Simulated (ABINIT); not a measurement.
Entries from a set of simulations; values are calculated unless marked as measured.

### Beyond one shot: H4C (I-43m)

It takes space group I-43m (No. 217, cubic). Conventional cell: a = 4.958 Å, b = 4.958 Å, c = 4.958 Å, α = 90.00°, β = 90.00°, γ = 90.00°. Nearest to H lie 1 C at 1.09 Å. Nearest to C lie 4 H at 1.09 Å. Farther neighbours, and contacts between anions beyond the nearest, are not listed.

```xyz
5
Lattice="-2.4789 2.4789 2.4789 2.4789 -2.4789 2.4789 2.4789 2.4789 -2.4789" Properties=species:S:1:pos:R:3 pbc="T T T"
H     1.8501    1.8501   -1.8501
H    -1.8501    1.8501    1.8501
H     1.8501   -1.8501    1.8501
H     0.6289    0.6289    0.6289
C     0.0000    0.0000    0.0000
```

- method: RPA screening on LDA from quasiparticle energies and orbitals, plane waves, norm-conserving pseudopotentials (and 4 further levels or steps)
- program: ABINIT 10.8.3
- settings: cutoff 37 Ha, PseudoDojo scalar-relativistic 0.4.1 standard, norm-conserving, ngkpt (4, 4, 4), nband 29, ecuteps 3.2 Ha, gwcalctyp 28, inclvkb 2, shiftk (0, 0, 0), symchi 1, awtr 1, frequency ppm, cycle 6, q points all but q = 0, 4×4×4 k-mesh
- cost: 19 runs, 3.7 min in all on 4 MPI ranks of Arm Neoverse V1, shared host
- notes: The cell and positions are those that the Materials Project relaxed with its own functionals (PBE, PBE+U or r2SCAN), kept fixed.
- G0W0: 11.598 eV
- QSGW, cycle 1: 12.265 eV
- QSGW, cycle 2: 13.206 eV
- QSGW, cycle 3: 13.154 eV
- QSGW, cycle 4: 13.229 eV
- QSGW, cycle 5: 13.208 eV
- QSGW, cycle 6: 13.219 eV
- known limits: short of the basis limit

Only the bands that the input lists are updated; the higher empty ones keep the functional's energies. QSGW ends at 13.22 eV, +1.62 eV from G0W0, after 6 cycles that took 3.5 min beside the first screening; the last moved the gap by 0.011 eV.

[Long decimals in the printed logs are rounded to 6 places.]

[Logs are printed without paths, hosts, clocks, repeated set-up lines and the standing remarks that a program may print on its own settings, such as how far it seeks lower states.]

[Paths, hosts, dates, memory and timing lines, banners, echoed tables and standing remarks are left out of the program output; an Ansatz launch command may be rebuilt from the run's recorded settings. Measured values are a selection of at most five: reports struck by readers or far from the other reports are left out. None is set beside runs whose start may be inverted or whose files or cutoffs have a known fault.]

[Runs of the session that timed out or met a known fault of the program may be left out.]

[Hosts, paths, dates, database ids (printed as entryN), source tags and the programs' standing remarks are cut or masked in the printed files.]

[G0W0 gaps are taken among the corrected bands and points alone; a level outside them can change the order at an edge.]

[Where Ansatz stands beside ABINIT at settings called matched, ABINIT's density can come from a denser mesh and the files from another edition; pairs whose starting gaps differed by over 0.03 eV were left out, so agreement reads better than it is.]
